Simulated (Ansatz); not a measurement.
# Quasi-harmonic thermodynamics of Be2Al (hypothetical, Fm-3m), part 4 of 4

How much does Be2Al (hypothetical) expand with temperature? The crystal structure is hypothetical: it was made by swapping elements on a known structure type.

Ansatz 0.2.0; DFT PBEsol, scalar-relativistic, plane waves, PAW.

So far. Step 6 (Relaxing to small residual forces and stress): The residual pressure is -0.0061 GPa, small enough for phonons. Step 7 (A run with changed settings): The run ends at a pressure of 0.00 GPa. The relaxed cell has a = 5.450 Å (conventional setting).

**11. Phonons of the refused cell**

The study refused this cell, so its phonons are run alone to see which modes are imaginary.

Input file input.yaml:

```yaml
crystal:
  lattice:
    - [0.0, 2.7251520132, 2.7251520132]
    - [2.7251520132, 0.0, 2.7251520132]
    - [2.7251520132, 2.7251520132, 0.0]
  atoms:
    - { symbol: Be, position: [0.25, 0.25, 0.25] }
    - { symbol: Be, position: [0.75, 0.75, 0.75] }
    - { symbol: Al, position: [0.0, 0.0, 0.0] }
kpoints:
  mp_grid: { grid: [16, 16, 16] }
hamiltonian:
  xc: pbesol
scf:
  occupations: { method: methfessel_paxton, width: 0.15 }
output:
  eigenvalues: true
phonons:
  method: dfpt
  qmesh: [4, 4, 4]
  temperatures: { t_max: 1000, t_step: 50 }
  qpath:
    path:
      - [[0.0, 0.0, 0.0], [0.5, 0.0, 0.5], [0.625, 0.25, 0.625]]
      - [[0.375, 0.375, 0.75], [0.0, 0.0, 0.0], [0.5, 0.5, 0.5], [0.5, 0.25, 0.75], [0.5, 0.0, 0.5]]
    npoints: 10
```

On the command line:

```console
> ansatz run input.yaml --threads 4 --pin off --max-ram 8192MiB --backend cpu --events-out ev --progress --plain --runs-dir out
```

Numbers of over 12 decimals in the logs are rounded to 6 here.

The log of the run:

```text
[...]
Crystal: 3 atoms, lattice volume = 40.476 Å³
Basis set: ecut = 420 eV, 749 PW (Γ), exchange–correlation on 54×54×54 points (8 copies of the dense FFT grid, shifted against one another)
Bands: 8, of which v1, the nominal top of the filled ones, is band 4 counted from 1 (3 counted from 0)
Symmetry: 48 space group operations
k-points: 145 of 4096
[...]
SCF iter   1: F=—  HF=-703.455347 eV  |F-HF|=—  |Δ(HF+E_count)|=         —  Δρ=2.21e-3  dr2=3.01e-3  ethr=1.77e-3  ⟨swp⟩=5.1  Hψ=9434  notcnv=0
[...]
SCF iter   6: F=-703.454612 eV  HF=-703.454612 eV  |F-HF|=3.98e-12  |Δ(HF+E_count)|=  2.63e-10  S|Δr|=    0.00e0  Δρ=1.07e-7  dr2=3.04e-12  ethr=1.00e-12  ⟨swp⟩=6.8  Hψ=4622  notcnv=0
SCF 1 converged in 6 iterations: F = -703.454612 eV  dr2 = 3.04e-12
[...]
phonons: the bands overlap, so this run is a metal and interpolates without the dipole-dipole term. If the crystal is really an insulator or semiconductor, its LO-TO splitting is missing
NSCF: frozen V_eff on 145 k-points
WARN: eigensolver did not converge in 15 slots of this pass, the one above among them; of largest residual over every band (k=20): 1 band(s) unlocked (lowest unlocked band 7, counted from 0; max residual 1.47e-3 eV among the unlocked bands, 1.47e-3 eV over every band); of lowest unlocked band (k=1): band 7
[...]
DFPT response loops at q = (0, 0, 0) (fractional): preconditioner auto → Kerker (q_TF=auto, 2.036 Å⁻¹) (partly filled bands, converged f_vac=0.000); β = 1.00, the filter's whole step (`scf.mixing.beta` (0.50) is not read by the response loops under this deck's `scf.mixing.preconditioner`; to damp them name `kerker` or `kerker_dos`, under which they read `scf.mixing.beta`, and type it under 1.00, their step now; both keys bind the ground state too); Broyden in place of MSR1
[...]
SCF converged after 6 iterations
[...]
Free energy (F): -703.454612 eV
[...]
Internal energy: -703.455504 eV  (E = F + TS)
E sigma→0 (E₀):  -703.454835 eV
Entropy (-TS):   0.000891 eV (0.297 meV/atom)
Fermi energy:    5.091637 eV
[...]
--- Band table (eV; the first three rows and the last of 145) ---
[...]
--- Phonons (Γ-DFPT): 2 representative perturbations + reference (Σ response iterations 6) ---
  ASR residual: 2.014e-5 → 0.000e0 eV/Å²; symmetrization residual: 2.301e-8 eV/Å²
  ASR residual per site (eV/Å²): 2.01e-5 2.01e-5 8.37e-6
  Γ frequencies (cm⁻¹): 0.00 0.00 0.00 267.77 267.77 267.77 479.69 479.69 479.69
--- Phonons (arbitrary-q DFPT): 8 irreducible q on the 4×4×4 mesh ---
  q = [0.0000, 0.0000, 0.0000] (star 1, of the zone-centre solve; hermiticity 5.03e-9, symmetrization 1.55e-15): -0.00 -0.00 -0.00 267.77 267.77 267.77 479.69 479.69 479.69
  q = [0.0000, 0.0000, 0.2500] (star 8, 2 solved perturbations on 2176 of 4096 k-point pairs; hermiticity 1.18e-8, symmetrization 2.37e-15): -71.70 -71.70 95.68 293.17 293.17 354.14 433.33 481.98 481.98
[...]
q = [0.0000, 0.2500, 0.2500] (star 6, 4 solved perturbations in 3616 linear systems a pass and spin channel, the states on 1160 of 4096 k-point pairs; hermiticity 1.62e-8, symmetrization 3.21e-15): -117.91 -117.91 185.63 334.08 334.08 360.69 430.08 479.86 479.86
[...]
sum rule: each row above includes the acoustic sum rule's correction from the zone centre's row sums; it moved no ω² by more than (0.78 cm⁻¹)²
  mesh force constants: q→R imaginary residual 4.70e-18; ASR residual 2.014e-5 → 0.000e0 eV/Å²; symmetrization residual 1.243e-14 eV/Å²
  interpolated dispersion: 62 rows × 9 modes
  density of states and harmonic sums: on the 20×20×20 q-mesh, interpolated from the force constants of a 4×4×4 supercell (no non-analytic term)
  largest difference from the sums on the solved wave vectors: F 4.39e-2 eV, S 5.78e-5 and C_V 1.51e-5 eV/K
  zero-point energy: 0.164965 eV/cell   skipped modes (ω ≤ 0): 464, of them read as no rigid motion or as one in doubt: 461 (1.760e0 modes/cell left out, lowest -197.72 cm⁻¹)   left out of the sums: 1.96e-1 of the cell's modes: C_V's classical limit lies that fraction below 3 k_B per atom; for a crystal, a wire or a layer, F and S can be off by more, and a phonons.interpolated_qmesh denser along its periods is the remedy for the sampling
```

The job ended after 2.7 min (4 threads of Arm Neoverse V2, shared host; peak memory 2.9 GiB; 10 min of CPU time).

Numbers from this step:

* lowest frequency on the path: -197.7 cm⁻¹
* point group: m-3m
* highest frequency: 487.7 cm⁻¹

No LO-TO term. The phonon branches at the labelled points (cm⁻¹):

```
    point  branch 1  branch 2  branch 3  branch 4  branch 5  branch 6  branch 7  branch 8  branch 9
        Γ         0         0         0       268       268       268       480       480       480
  halfway      -118      -118       186       334       334       361       430       480       480
        X      -170      -170       295       295       401       401       456       456       465
  halfway      -166      -165       275       304       395       421       456       458       464
        U      -151      -140       238       322       378       450       452       462       464
jump to K      -151      -140       238       322       378       450       452       462       464
  halfway       -61       -42        60       296       345       372       423       476       488
        Γ         0         0         0       268       268       268       480       480       480
  halfway       -72       -72        96       293       293       354       433       482       482
        L      -111      -111       208       341       341       399       463       477       477
  halfway      -150        88       148       349       375       398       464       471       475
        W      -198       149       149       332       422       451       451       456       459
  halfway      -186      -125       254       313       409       424       458       458       462
        X      -170      -170       295       295       401       401       456       456       465
```

The phonon branches as a text plot (rows in cm⁻¹):

```
    473 |**************************************************  ****
    445 |    **   ** ********    ***      *** ***        ********
    416 |      ***    **     ****            *         **********
    388 |       ***********    *             ************       *
    359 |      *****       ******           *      ****
    330 |    ***    *    ****** **         *  ******   *******
    302 |   ***      ****      ** **      * **                ***
    273 |***        *  **        ***********                  **
    245 |        ***     **                                  *
    216 |       *          *                     **         *
    188 |      *            *                  **  *       *
    159 |    **              **               *     ***  **
    131 |   *                                *         **
    102 |                      *            *         **   *
     74 |  *                    * **      **
     45 | *                      *  **   *           *
     16 |                               *
    -12 |**                       ********
    -41 |  *                    **  *     *                 *
    -69 |   *                **** **       **       *
    -98 |    **             ***              *******         *
   -126 |      **         ***                     ****
   -155 |        ****  ****                           **      ***
   -183 |            **                                 *********
         Γ           X  U|K            Γ         L        W     X
```

Tetrahedra on 20 20 20, mean over bins of 10 cm⁻¹. Table of phonon density of states by wavenumber; read off at these points:

```
wavenumber (cm⁻¹)  phonon density of states (1/cm⁻¹/cell)
             -195                                 0.00187
             -175                                 0.00901
             -155                                  0.0131
             -135                                  0.0134
             -125                                  0.0135
             -115                                  0.0135
             -105                                  0.0111
              -85                                 0.00916
              -65                                 0.00943
              -45                                 0.00861
              -25                                 0.00346
              -15                                 0.00275
                5                                 0.00203
               25                                 0.00188
               45                                 0.00208
               65                                 0.00331
               85                                  0.0045
               95                                 0.00476
              115                                  0.0056
              135                                 0.00583
              155                                  0.0107
              165                                  0.0109
              175                                 0.00808
              195                                 0.00564
              205                                 0.00463
              225                                 0.00351
              245                                 0.00254
              265                                 0.00172
              285                                 0.00643
              305                                 0.00981
              315                                  0.0131
              335                                  0.0274
              345                                  0.0354
              355                                  0.0255
              375                                  0.0194
              395                                  0.0308
              415                                  0.0189
              425                                  0.0255
              445                                  0.0234
              465                                  0.0555
              475                                   0.113
              485                                  0.0373
```

No LO-TO term. Modes at Γ, with each element's share of the kinetic energy:

```
mode  frequency (cm⁻¹)  symmetry  Be %  Al %
   1               0.0       T1u    40    60
   2               0.0       T1u    40    60
   3               0.0       T1u    40    60
   4             267.8       T2g   100     0
   5             267.8       T2g   100     0
   6             267.8       T2g   100     0
   7             479.7       T1u    60    40
   8             479.7       T1u    60    40
   9             479.7       T1u    60    40
```

Displacements in mode 5 (267.8 cm⁻¹), the largest set to 1:
```
Be1  0.25 -0.59  1.00
Be2 -0.25  0.59 -1.00
Al3  0.00  0.00  0.00
```

Displacements in mode 8 (479.7 cm⁻¹), the largest set to 1:
```
Be1  0.00  0.39 -1.00
Be2  0.00  0.39 -1.00
Al3  0.00 -0.26  0.67
```

Lowest modes at the softest wavevector of the mesh; phase exp(i q.(R + tau)). The modes at q = (0.500, -0.250, 0.250) (shares of kinetic energy by element, %) (negative means imaginary):

```
mode  frequency (cm⁻¹)  Be %  Al %
   1            -197.7    53    47
   2             148.6    39    61
   3             148.6    39    61
   4             331.6   100     0
   5             422.1   100     0
   6             451.1    61    39
```

Displacements in mode 1 (-197.7 cm⁻¹), the largest set to 1, in the home cell (x, y, z of the real part, then of the imaginary part):
```
Be1  0.00  0.65  0.65  0.00  0.65 -0.65
Be2  0.00 -0.65 -0.65  0.00  0.65 -0.65
Al3  1.00  0.00  0.00  0.00  0.00  0.00
```

Displacements in mode 6 (451.1 cm⁻¹), the largest set to 1, in the home cell (x, y, z of the real part, then of the imaginary part):
```
Be1  0.70  0.00  0.00 -0.30  0.00  0.00
Be2 -0.97  0.00  0.00 -0.24  0.00  0.00
Al3  0.00 -0.26 -0.51  0.00 -0.05  0.08
```

The modes has structure finer than the step of the table below, so its rows give means over 25 cm⁻¹, whole bins alone (the curve runs from -206 to 512 cm⁻¹). Peaks (cm⁻¹: height): Al -120.3: 0.00725, 164.4: 0.00876, 476.2: 0.0378; Be 345.1: 0.0303, 390.3: 0.0271, 476.2: 0.0595.

Phonopy on the run's constants, 17x17x17 mesh, Gaussian sigma 5.1 cm⁻¹. The modes by wavenumber; means over each step; values in 1/cm⁻¹/cell:

```
wavenumber (cm⁻¹)       Al       Be
             -175  0.00446  0.00467
             -150  0.00664  0.00651
             -125  0.00707  0.00642
             -100  0.00598  0.00513
              -75  0.00537  0.00443
              -50  0.00462  0.00355
              -25  0.00207  0.00154
                0   4.8e-4   3.6e-4
               25   9.0e-4   7.2e-4
               50  0.00142  0.00114
               75  0.00245  0.00188
              100  0.00276  0.00210
              125  0.00396  0.00289
              150  0.00492  0.00324
              175  0.00504  0.00306
              200  0.00364  0.00199
              225  0.00248  0.00121
              250  0.00160   7.3e-4
              275   7.7e-4  0.00387
              300   4.4e-4  0.00862
              325  0.00102   0.0184
              350  0.00163   0.0278
              375  0.00179   0.0222
              400  0.00342   0.0198
              425  0.00612   0.0165
              450  0.00907   0.0235
              475   0.0271   0.0439
```

The lowest solved frequency is -198 cm⁻¹, so the cell is unstable here and gives no valid free energy.

**12. Summary of results**

```yaml
lowest_frequency_at_the_solved_wavevectors: -198 cm⁻¹
```

In words: With imaginary harmonic modes at the relaxed cell the quasi-harmonic free energy is undefined, so no expansion is obtained for this phase at this level. The softest solved mode is 198i cm⁻¹ at q = (0.25, -0.5, -0.25), and 7 of 8 solved wavevectors carry a mode beyond 8i cm⁻¹. In a metal soft modes also hang on the k-mesh and the smearing, which were not converged here. The program warned that a few bands missed the eigensolver's threshold in at least one of the runs. The PAW files were made for PBE and are used here under another functional, for which the program regenerates the frozen cores.

[Logs are printed without paths, hosts, clocks, repeated set-up lines and the standing remarks that a program may print on its own settings, such as how far it seeks lower states.]

[Hosts, paths, dates, database ids (printed as entryN), source tags and the programs' standing remarks are cut or masked in the printed files.]

[A step with changed settings may run another functional than the one named; its input shows which.]
